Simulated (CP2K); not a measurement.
Two runs for the C K edge of guanidinium. Run A: CP2K XAS_TDP, all-electron GAPW, PBEh(45%), aug-cc-pVDZ, TDA, no relativity. Run B differs in one setting.

First lines with a strength over 0.0015. A:

```csv
atom,energy (eV),states,"strength, one atom"
C2 (bonded to 3 N),284.52,1,0.0836
,290.17,2,0.0481
,290.53,2,0.0028
,293.17,1,0.0072
,293.20,1,0.0072
```

B:

```csv
atom,energy (eV),states,"strength, one atom"
C2 (bonded to 3 N),288.00,1,0.0917
,294.81,1,0.0403
,294.83,1,0.0398
,295.87,2,0.0017
,298.31,1,0.0091
```

Question: Which was it: GW2X switched on, the basis, the functional, scalar relativity switched on?

The functional (functional from PBEh(45%) to PBEh(60%); the lines alone don't name the new value). A functional moves all lines by electronvolts and changes their spacings and strengths. Against PBEh(45%) in aug-cc-pVDZ, the leading line moves by +3.48 eV, to 288.00 eV; the strength of C2's goes from 0.0836 to 0.0917. The next line of C2 over the strength cut lies 6.81 eV higher, against 5.65.

[Banner, clock and machine lines of the logs are left out without a mark of their own.]

[Logs are printed without paths, hosts, clocks, repeated set-up lines and the standing remarks that a program may print on its own settings, such as how far it seeks lower states.]

[Hosts, paths, dates, database ids (printed as entryN), source tags and the programs' standing remarks are cut or masked in the printed files.]
